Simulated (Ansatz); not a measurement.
# What SrAlH3 (Pm-3m) distorts into, part 2 of 3

Which phase does SrAlH3 (Pm-3m) fall into along its unstable mode, and how much energy does it gain?

Ansatz 0.2.0; DFT PBEsol, scalar-relativistic, plane waves, PAW; PAW set soft_1.

So far, highest frequency on path, mesh or solved points (cm⁻¹): step 2 (the dispersion) 1451. Also lowest frequency on the path (cm⁻¹): step 2 -742.

## (4) The mode frozen in, largest atomic shift 0.6 Å

The atoms are moved along the unstable eigenvector, the largest shift by 0.6 Å, with the cell fixed.

input.yaml

```yaml
crystal:
  lattice:
    - [-4.4956135358, 0.0, 0.0]
    - [0.0, -4.4956135358, -4.4956135358]
    - [0.0, -4.4956135358, 4.4956135358]
  atoms:
    - { symbol: Sr, position: [0.5, 0.0004837381, 0.5] }
    - { symbol: Sr, position: [0.5, 0.4995162619, 0.0] }
    - { symbol: Al, position: [0.0, 0.502413671, 0.5] }
    - { symbol: Al, position: [0.0, -0.002413671, 0.0] }
    - { symbol: H, position: [0.0, -0.094372896, 0.5] }
    - { symbol: H, position: [0.0, 0.594372896, 0.0] }
    - { symbol: H, position: [0.5, 0.25, 0.25] }
    - { symbol: H, position: [0.5, 0.75, 0.75] }
    - { symbol: H, position: [0.5, 0.25, 0.75] }
    - { symbol: H, position: [0.5, 0.75, 0.25] }
kpoints:
  mp_grid: { grid: [8, 6, 6] }
hamiltonian:
  xc: pbesol
  pseudopotentials: { kind: paw, azcp: { folder: soft_1 }, xc_functional: pbe }
scf:
  occupations: { method: methfessel_paxton, width: 0.2 }
output:
  forces: true
  stress: true
  eigenvalues: true
```

On the command line:

```
> ansatz run input.yaml --threads 4 --pin off --max-ram 10240MiB --backend cpu --events-out ev --progress --plain --runs-dir out
```

The program printed:

```text
[...]
Crystal: 10 atoms, lattice volume = 181.718 Å³
Basis set: ecut = 420 eV, 3531 PW (Γ), exchange–correlation on 64×90×90 points (8 copies of the dense FFT grid, shifted against one another)
Bands: 26, of which v1, the nominal top of the filled ones, is band 16 counted from 1 (15 counted from 0)
Symmetry: 8 space group operations
[...]
k-points: 80 of 288
[...]
k-point 0: bands = [... 12 lower, 0.7592, 1.0280, 1.4508, 2.9433, 5.0161, 5.0971, 5.0987, 5.5730, ... 5 higher]
  k-point 1: bands = [... 12 lower, 0.7917, 1.3103, 1.4589, 2.6359, 4.9954, 5.0857, 5.0981, 5.4913, ... 5 higher]
  k-point 2: bands = [... 12 lower, 0.9108, 1.4372, 1.6423, 2.0917, 4.9000, 4.9749, 5.0916, 5.4300, ... 5 higher]
  k-point 79: bands = [... 12 lower, 0.9299, 0.9299, 1.0473, 1.0473, 5.2195, 5.2195, 5.6112, 5.6112, ... 5 higher]
[key lines of the parts left out:]
SCF converged after 9 iterations
Free energy (F): -8124.570961 eV
Fermi energy:    2.878535 eV
P = ⅓ Tr σ = -1.1512 GPa (-11.512 kbar)
```

It took 7.9 s on 4 threads of Arm Neoverse V1, shared host; peak memory 0.62 GiB.

This step gave:

* pressure: -1.151 GPa
* energy from the undistorted cell: -42.25 meV/atom

The energy, extrapolated to zero smearing, is -42.25 meV/atom against the undistorted cell.

The run ends at a pressure of -1.15 GPa, with forces up to 0.81 eV/Å.

## (5) Energy along the mode, all amplitudes (two of the runs are shown above)

An imaginary frequency means negative curvature, so the energy should fall and then rise again as anharmonic terms take over.

This step gave:

```yaml
depth_at_the_lowest_point_sampled: 42.25 meV/atom
largest_atomic_shift_at_that_point: 0.6 Å
```

Energy from the parent against largest atomic shift:

```tsv
largest atomic shift (Å)	energy from the parent (meV/atom)
0.000	0
0.040	-0.339
0.080	-1.30
0.140	-3.69
0.220	-8.20
0.320	-15.5
0.450	-27.0
0.600	-42.3
```

Displacement at unit largest shift by atom:

```tsv
atom	x (Å)	y (Å)	z (Å)	size
Sr1	0.000	-0.004	-0.004	0.006
Sr2	0.000	0.004	0.004	0.006
Al3	0.000	-0.018	-0.018	0.025
Al4	0.000	0.018	0.018	0.025
H5	0.000	0.707	0.707	1.000
H6	0.000	-0.707	-0.707	1.000
H7	0.000	0.000	0.000	0.000
H8	0.000	0.000	0.000	0.000
H9	0.000	0.000	0.000	0.000
H10	0.000	0.000	0.000	0.000
```

The energy still falls at the last step, so the rise lies beyond the steps tried.

## (6) Relaxation from the frozen mode

Starting from the lowest point found, all atoms and the cell are let go, so that strain and other modes of the same symmetry can join in.

Edit input.yaml of step 4 so:

```diff
@@ -27 +27,6 @@
   eigenvalues: true
+relax:
+  adjacent_minimum: "off"
+  f_tol: 0.002
+  max_steps: 120
+  cell: { stress_tol: 0.03 }
```

The program printed:

```text
[...]
Crystal: 10 atoms, lattice volume = 181.718 Å³
Basis set: ecut = 420 eV, 3531 PW (Γ), exchange–correlation on 64×90×90 points (8 copies of the dense FFT grid, shifted against one another)
Bands: 26, of which v1, the nominal top of the filled ones, is band 16 counted from 1 (15 counted from 0)
Symmetry: 8 space group operations
[...]
k-points: 80 of 288
[...]
SCF iter   1: F=—  HF=-8128.143315 eV  |F-HF|=—  |Δ(HF+E_count)|=         —  Δρ=5.53e-2  dr2=9.76e0  ethr=3.10e-3  ⟨swp⟩=11.7  Hψ=15356  notcnv=0
[...]
SCF iter   9: F=-8124.570961 eV  HF=-8124.570961 eV  |F-HF|=1.59e-9  |Δ(HF+E_count)|=   1.95e-7  S|Δr|=    0.00e0  Δρ=2.21e-6  dr2=1.35e-8  ethr=3.13e-10  ⟨swp⟩=15.7  Hψ=14733  notcnv=0
SCF 1 converged in 9 iterations: F = -8124.570961 eV  dr2 = 1.35e-8
[...]
relax step   1: F+E_penalty+E_count = -8124.57096148 eV  Δ(F+E_penalty+E_count) = +0.000e0 eV  max|allowed force component| = 5.757e-1 eV/Å  Δτ_max = 0.0000 Å  P = -1.151 GPa  Ω = 181.718 Å³  (9 SCF iters, dr2 threshold 1.00e-7 eV, accepted)
Crystal: 10 atoms, lattice volume = 178.242 Å³
Basis set: ecut = 420 eV, 3467 PW (Γ), exchange–correlation on 64×90×90 points (8 copies of the dense FFT grid, shifted against one another)
[...]
SCF iter   6: F=-8125.065113 eV  HF=-8125.065113 eV  |F-HF|=2.23e-8  |Δ(HF+E_count)|=   1.29e-6  S|Δr|=    0.00e0  Δρ=1.58e-5  dr2=9.48e-7  ethr=3.12e-9  ⟨swp⟩=11.1  Hψ=12619  notcnv=0
SCF 2 converged in 6 iterations: F = -8125.065113 eV  dr2 = 9.48e-7
relax step   2: F+E_penalty+E_count = -8125.06511267 eV  Δ(F+E_penalty+E_count) = -4.942e-1 eV  max|allowed force component| = 5.632e-1 eV/Å  Δτ_max = 0.1948 Å  P = -0.933 GPa  Ω = 178.242 Å³  energy of the carried Pulay correction = +9.604e-4 eV  (6 SCF iters, dr2 threshold 1.00e-6 eV, accepted)
Crystal: 10 atoms, lattice volume = 176.107 Å³
Basis set: ecut = 420 eV, 3407 PW (Γ), exchange–correlation on 64×90×90 points (8 copies of the dense FFT grid, shifted against one another)
[...]
SCF iter   7: F=-8125.618119 eV  HF=-8125.618119 eV  |F-HF|=2.22e-10  |Δ(HF+E_count)|=   6.15e-7  S|Δr|=    0.00e0  Δρ=7.79e-6  dr2=3.30e-7  ethr=3.12e-9  ⟨swp⟩=12.2  Hψ=12379  notcnv=0
SCF 3 converged in 7 iterations: F = -8125.618119 eV  dr2 = 3.30e-7
relax step   3: F+E_penalty+E_count = -8125.61811884 eV  Δ(F+E_penalty+E_count) = -5.530e-1 eV  max|allowed force component| = 5.501e-1 eV/Å  Δτ_max = 0.1946 Å  P = -1.197 GPa  Ω = 176.107 Å³  energy of the carried Pulay correction = +1.559e-3 eV  (7 SCF iters, dr2 threshold 1.00e-6 eV, accepted)
[... from here on, the SCF cycles and remarks between the steps are left out ...]
relax step   4: F+E_penalty+E_count = -8125.82296642 eV  Δ(F+E_penalty+E_count) = -2.048e-1 eV  max|allowed force component| = 5.422e-1 eV/Å  Δτ_max = 0.1949 Å  P = +0.075 GPa  Ω = 171.283 Å³  energy of the carried Pulay correction = +2.940e-3 eV  (6 SCF iters, dr2 threshold 1.00e-6 eV, accepted)
relax step   5: F+E_penalty+E_count = -8126.05425961 eV  Δ(F+E_penalty+E_count) = -2.313e-1 eV  max|allowed force component| = 2.151e-1 eV/Å  Δτ_max = 0.0922 Å  P = -0.446 GPa  Ω = 167.230 Å³  energy of the carried Pulay correction = +4.130e-3 eV  (6 SCF iters, dr2 threshold 1.00e-6 eV, accepted)
relax step   6: F+E_penalty+E_count = -8126.17758130 eV  Δ(F+E_penalty+E_count) = -1.233e-1 eV  max|allowed force component| = 2.455e-1 eV/Å  Δτ_max = 0.1670 Å  P = +0.334 GPa  Ω = 162.467 Å³  energy of the carried Pulay correction = +5.564e-3 eV  (6 SCF iters, dr2 threshold 1.00e-6 eV, accepted)
relax step   7: F+E_penalty+E_count = -8126.31656528 eV  Δ(F+E_penalty+E_count) = -1.390e-1 eV  max|allowed force component| = 8.386e-2 eV/Å  Δτ_max = 0.0416 Å  P = +0.900 GPa  Ω = 156.360 Å³  energy of the carried Pulay correction = +7.462e-3 eV  (6 SCF iters, dr2 threshold 1.00e-6 eV, accepted)
relax step   8: F+E_penalty+E_count = -8126.46026377 eV  Δ(F+E_penalty+E_count) = -1.437e-1 eV  max|allowed force component| = 1.613e-1 eV/Å  Δτ_max = 0.1158 Å  P = +0.787 GPa  Ω = 157.187 Å³  energy of the carried Pulay correction = +7.201e-3 eV  (6 SCF iters, dr2 threshold 1.00e-6 eV, accepted)
relax step   9: F+E_penalty+E_count = -8126.54600030 eV  Δ(F+E_penalty+E_count) = -8.574e-2 eV  max|allowed force component| = 2.498e-1 eV/Å  Δτ_max = 0.0451 Å  P = +0.229 GPa  Ω = 158.026 Å³  energy of the carried Pulay correction = +6.937e-3 eV  (7 SCF iters, dr2 threshold 1.00e-6 eV, accepted)
relax step  10: F+E_penalty+E_count = -8126.57300474 eV  Δ(F+E_penalty+E_count) = -2.700e-2 eV  max|allowed force component| = 1.241e-1 eV/Å  Δτ_max = 0.0499 Å  P = +0.162 GPa  Ω = 153.435 Å³  energy of the carried Pulay correction = +8.395e-3 eV  (7 SCF iters, dr2 threshold 1.00e-6 eV, accepted)
relax step  11: F+E_penalty+E_count = -8126.58288293 eV  Δ(F+E_penalty+E_count) = -9.878e-3 eV  max|allowed force component| = 9.139e-2 eV/Å  Δτ_max = 0.0136 Å  P = +0.266 GPa  Ω = 152.014 Å³  energy of the carried Pulay correction = +8.855e-3 eV  (5 SCF iters, dr2 threshold 1.00e-6 eV, accepted)
relax step  12: F+E_penalty+E_count = -8126.59166474 eV  Δ(F+E_penalty+E_count) = -8.782e-3 eV  max|allowed force component| = 3.140e-2 eV/Å  Δτ_max = 0.0164 Å  P = -0.148 GPa  Ω = 154.268 Å³  energy of the carried Pulay correction = +8.128e-3 eV  (6 SCF iters, dr2 threshold 1.00e-6 eV, accepted)
relax step  13: F+E_penalty+E_count = -8126.59862840 eV  Δ(F+E_penalty+E_count) = -6.964e-3 eV  max|allowed force component| = 1.168e-1 eV/Å  Δτ_max = 0.0402 Å  P = -0.146 GPa  Ω = 152.363 Å³  energy of the carried Pulay correction = +8.742e-3 eV  (6 SCF iters, dr2 threshold 1.00e-6 eV, accepted)
relax step  14: F+E_penalty+E_count = -8126.60208401 eV  Δ(F+E_penalty+E_count) = -3.456e-3 eV  max|allowed force component| = 2.341e-3 eV/Å  Δτ_max = 0.0207 Å  P = -0.006 GPa  Ω = 152.606 Å³  energy of the carried Pulay correction = +8.663e-3 eV  (4 SCF iters, dr2 threshold 8.53e-7 eV, accepted)
relax step  15: F+E_penalty+E_count = -8126.60214727 eV  Δ(F+E_penalty+E_count) = -6.327e-5 eV  max|allowed force component| = 6.555e-4 eV/Å  Δτ_max = 0.0011 Å  P = -0.004 GPa  Ω = 152.475 Å³  energy of the carried Pulay correction = +8.706e-3 eV  (7 SCF iters, dr2 threshold 3.42e-10 eV, accepted)
relax step  16: F+E_penalty+E_count = -8126.63632835 eV  Δ(F+E_penalty+E_count) = -3.418e-2 eV  max|allowed force component| = 2.875e-3 eV/Å  Δτ_max = 0.0000 Å  P = +0.137 GPa  Ω = 152.475 Å³  stress off target by 4.76e-1 GPa  SCF on the basis re-selected at this cell (its energy is not comparable with the rows above)  (8 SCF iters)
relax step  17: F+E_penalty+E_count = -8126.63884096 eV  Δ(F+E_penalty+E_count) = -2.513e-3 eV  max|allowed force component| = 4.222e-3 eV/Å  Δτ_max = 0.0060 Å  P = +0.025 GPa  Ω = 152.122 Å³  energy of the carried Pulay correction = +1.445e-4 eV  (5 SCF iters, dr2 threshold 5.67e-7 eV, accepted)
relax step  18: F+E_penalty+E_count = -8126.63892561 eV  Δ(F+E_penalty+E_count) = -8.465e-5 eV  max|allowed force component| = 5.131e-4 eV/Å  Δτ_max = 0.0018 Å  P = -0.002 GPa  Ω = 152.136 Å³  energy of the carried Pulay correction = +1.434e-4 eV  (5 SCF iters, dr2 threshold 1.40e-8 eV, accepted)
[...]
SCF iter   6: F=-8126.638838 eV  HF=-8126.638838 eV  |F-HF|=1.18e-11  |Δ(HF+E_count)|=  6.37e-12  S|Δr|=    0.00e0  Δρ=7.68e-8  dr2=2.33e-11  ethr=1.00e-12  ⟨swp⟩=6.2  Hψ=10056  notcnv=0
SCF 19 converged in 6 iterations: F = -8126.638838 eV  dr2 = 2.33e-11
relax step  19: F+E_penalty+E_count = -8126.63883798 eV  Δ(F+E_penalty+E_count) = +8.763e-5 eV  max|allowed force component| = 4.464e-4 eV/Å  Δτ_max = 0.0000 Å  P = -0.002 GPa  Ω = 152.136 Å³  stress off target by 9.33e-3 GPa  SCF on the basis re-selected at this cell (its energy is not comparable with the rows above)  (6 SCF iters)
basis re-selected at this cell: Δ(F+E_penalty+E_count) = +8.763e-5 eV, ΔP = -0.000 GPa vs the last step (what re-selecting the basis moved, of the pressure what is left beyond the Pulay correction that the steps carried, after the strain that the cell walked since its last selection, with what the two solves' SCF thresholds leave and, on support functions, any second-order correction that the steps lacked; it is no m [...]
SCF converged after 6 iterations
[...]
Free energy (F): -8126.638838 eV
[...]
Internal energy: -8126.642759 eV  (E = F + TS)
E sigma→0 (E₀):  -8126.639818 eV
Entropy (-TS):   0.003921 eV (0.392 meV/atom)
Fermi energy:    4.366308 eV
[...]
--- Forces (eV/Å), atoms counted from 1 ---
  atom   1  Sr     0.00000000    -0.00044642    -0.00044642
  atom   2  Sr     0.00000000     0.00044642     0.00044642
  atom   3  Al     0.00000000     0.00005990     0.00005990
  atom   4  Al     0.00000000    -0.00005990    -0.00005990
  atom   5  H      0.00000000    -0.00013228    -0.00013228
  atom   6  H      0.00000000     0.00013228     0.00013228
  atom   7  H      0.00000000     0.00000000     0.00000000
  atom   8  H     -0.00000000     0.00000000     0.00000000
  atom   9  H      0.00000000     0.00000000     0.00000000
  atom  10  H     -0.00000000     0.00000000    -0.00000000
  max |Σ_I F_I| component: 2.71e-20 eV/Å
--- Stress (GPa, compression-positive) ---
       -0.007497       0.000000      -0.000000
        0.000000       0.000704       0.008625
       -0.000000       0.008625       0.000704
  P = ⅓ Tr σ = -0.0020 GPa (-0.020 kbar)
--- Band table (eV; the first three rows and the last of 80) ---
  k-point 0: bands = [... 12 lower, 1.6523, 2.1403, 4.0294, 4.1867, 6.4686, 6.6961, 6.9389, 7.1398, ... 6 higher]
  k-point 1: bands = [... 12 lower, 2.0062, 2.0307, 3.8272, 4.0582, 6.5755, 6.7508, 6.8146, 7.4091, ... 6 higher]
  k-point 2: bands = [... 12 lower, 2.1546, 3.0502, 3.6742, 4.0306, 6.3485, 6.5746, 7.1642, 8.0487, ... 6 higher]
  k-point 79: bands = [... 12 lower, 2.5093, 2.5093, 3.4543, 3.4543, 6.7330, 6.7330, 6.8027, 6.8027, ... 6 higher]
--- Relaxed structure (17 steps of the walk, 17 accepted, 2 SCFs on fresh bases) ---
  F+E_penalty+E_count = -8126.63883798 eV   max|allowed force component| = 4.464e-4 eV/Å   (the final SCF, on the basis selected at the relaxed cell)
  cell:  # Å, volume = 152.1363 Å³
    - [-3.633431, 0, 0]
    - [0, -5.873229, -5.873229]
    - [0, -3.564585, 3.564585]
  atoms:
    - { symbol: Sr, position: [0.5, 0.034550, 0.500000] }
    - { symbol: Sr, position: [0.5, 0.465450, 0.0] }
    - { symbol: Al, position: [0, 0.658921, 0.500000] }
    - { symbol: Al, position: [0, -0.158921, 0.0] }
    - { symbol: H, position: [0, -0.135248, 0.500000] }
    - { symbol: H, position: [0, 0.635248, 0.0] }
    - { symbol: H, position: [0.5, 0.25, 0.25] }
    - { symbol: H, position: [0.5, 0.75, 0.75] }
    - { symbol: H, position: [0.5, 0.250000, 0.75] }
    - { symbol: H, position: [0.5, 0.75, 0.25] }
```

Wall time 2.1 min (4 threads); peak memory 0.7 GiB; 8.1 min of CPU time.

Step by step:

```tsv
step	energy less that of the first step (eV)	largest force component (eV/Å)	pressure (GPa)	volume (Å³)
1	0.0000	0.5757	-1.15	181.72
2	-0.4942	0.5632	-0.93	178.24
3	-1.0472	0.5501	-1.20	176.11
4	-1.2520	0.5422	0.07	171.28
5	-1.4833	0.2151	-0.45	167.23
6	-1.6066	0.2455	0.33	162.47
7	-1.7456	0.0839	0.90	156.36
8	-1.8893	0.1613	0.79	157.19
9	-1.9750	0.2498	0.23	158.03
10	-2.0020	0.1241	0.16	153.44
11	-2.0119	0.0914	0.27	152.01
12	-2.0207	0.0314	-0.15	154.27
13	-2.0277	0.1168	-0.15	152.36
14	-2.0311	0.0023	-0.01	152.61
15	-2.0312	0.0007	0.00	152.47
16*	-2.0654	0.0029	0.14	152.47
17	-2.0679	0.0042	0.02	152.12
18	-2.0680	0.0005	0.00	152.14
19*	-2.0679	0.0004	0.00	152.14
```

Relaxation steps marked * repeat the geometry before them on a plane-wave basis chosen anew for their cell, so energy and pressure can jump there.

Forces are held to the 8 operations that the program found; a distortion that breaks them can't arise in this run.

```tsv
cell as run	before	after	change
a (Å)	4.496	3.633	-19.2 %
b (Å)	6.358	8.306	+30.6 %
c (Å)	6.358	5.041	-20.7 %
volume (Å³/atom)	18.17	15.21	-16.3 %
```

The atoms that moved most (Å, as changes of fractional coordinates times the final cell):

```tsv
atom	dx	dy	dz	length
Al4	0.000	0.919	0.919	1.300
Al3	0.000	-0.919	-0.919	1.300
H5	0.000	0.240	0.240	0.340
H6	0.000	-0.240	-0.240	0.340
Sr2	0.000	0.200	0.200	0.283
Sr1	0.000	-0.200	-0.200	0.283
```

Read from the output:

| Property | Result |
| --- | --- |
| pressure | -0.002030 GPa |
| volume per atom | 15.21 Å³ |

The distorted start has space group Pmma; the relaxation ends in Pmma.

## (7) The new phase in its own primitive cell

The relaxed structure is symmetrised, reduced to its primitive cell and relaxed tightly, as its phonons need.

input.yaml, the sections that differ from step 6:

```yaml
crystal:
  lattice:
    - [5.0410838517, 0.0, 0.0]
    - [0.0, 3.6334309657, 0.0]
    - [0.0, 0.0, 8.3060000632]
  atoms:
    - { symbol: Sr, position: [0.25, 0.5, 0.7845504387] }
    - { symbol: Sr, position: [0.75, 0.5, 0.2154495613] }
    - { symbol: Al, position: [0.25, 0.0, 0.4089211152] }
    - { symbol: Al, position: [0.75, 0.0, 0.5910788848] }
    - { symbol: H, position: [0.25, 0.0, 0.6147522715] }
    - { symbol: H, position: [0.75, 0.0, 0.3852477285] }
    - { symbol: H, position: [0.5, 0.5, 0.0] }
    - { symbol: H, position: [0.0, 0.5, 0.5] }
    - { symbol: H, position: [0.0, 0.5, 0.0] }
    - { symbol: H, position: [0.5, 0.5, 0.5] }
kpoints:
  mp_grid: { grid: [8, 10, 4] }
relax:
  adjacent_minimum: "off"
  f_tol: 0.001
  max_steps: 60
  cell: { stress_tol: 0.01 }
# hamiltonian, scf, output: as in step 6
```

The program printed:

```text
[...]
Crystal: 10 atoms, lattice volume = 152.136 Å³
Basis set: ecut = 420 eV, 2979 PW (Γ), exchange–correlation on 72×50×120 points (8 copies of the dense FFT grid, shifted against one another)
Bands: 26, of which v1, the nominal top of the filled ones, is band 16 counted from 1 (15 counted from 0)
Symmetry: 8 space group operations
[...]
k-points: 90 of 320
[...]
atoms:
    - { symbol: Sr, position: [0.25, 0.5, 0.785344] }
    - { symbol: Sr, position: [0.75, 0.5, 0.214656] }
    - { symbol: Al, position: [0.25, 0, 0.408685] }
    - { symbol: Al, position: [0.75, 0, 0.591315] }
    - { symbol: H, position: [0.25, 0, 0.614641] }
    - { symbol: H, position: [0.75, 0, 0.385359] }
    - { symbol: H, position: [0.5, 0.5, 0] }
    - { symbol: H, position: [0, 0.5, 0.5] }
    - { symbol: H, position: [0, 0.5, 0] }
    - { symbol: H, position: [0.5, 0.5, 0.5] }
[key lines of the parts left out:]
SCF converged after 7 iterations
Free energy (F): -8126.636523 eV
Fermi energy:    4.375459 eV
P = ⅓ Tr σ = 0.0011 GPa (0.011 kbar)
```

Elapsed: 44 s, on 4 threads; peak memory 0.64 GiB; 2.9 min of CPU time.

The steps of the relaxation:

```tsv
step	energy less that of the first step (eV)	largest force component (eV/Å)	pressure (GPa)	volume (Å³)
1	0.0000	0.0413	0.08	152.14
2	0.0028	0.1208	-0.14	152.78
3	-0.0003	0.0050	0.00	152.49
4	-0.0004	0.0062	0.04	152.45
5	-0.0004	0.0018	0.01	152.54
6	-0.0003	0.0003	0.00	152.59
7*	-0.0005	0.0003	0.00	152.59
```

Relaxation steps marked * repeat the geometry before them on a plane-wave basis chosen anew for their cell, so energy and pressure can jump there. Relaxation step 2 was tried and not accepted.

Forces are held to the 8 operations that the program found; a distortion that breaks them can't arise in this run.

```tsv
conventional cell, symmetrised	before	after	change
a (Å)	5.041	5.057	+0.3 %
b (Å)	3.633	3.633	-0.0 %
c (Å)	8.306	8.304	-0.0 %
volume (Å³/atom)	15.21	15.26	+0.3 %
```

Read from the output:

* pressure: 0.001100 GPa
* volume per atom: 15.26 Å³

The largest force component left is 0.31 meV/Å and the pressure is 0.001 GPa, within the tolerances set. The cell now holds 15.26 Å³/atom.

(Continued in part 3 of 3.)

[Long decimals in the printed logs are rounded to 6 places.]

[Logs are printed without paths, hosts, clocks, repeated set-up lines and the standing remarks that a program may print on its own settings, such as how far it seeks lower states.]

[Hosts, paths, dates, database ids (printed as entryN), source tags and the programs' standing remarks are cut or masked in the printed files.]

[Where the starting crystal was built by hand or by swapping elements, it need not be the compound's stable phase.]
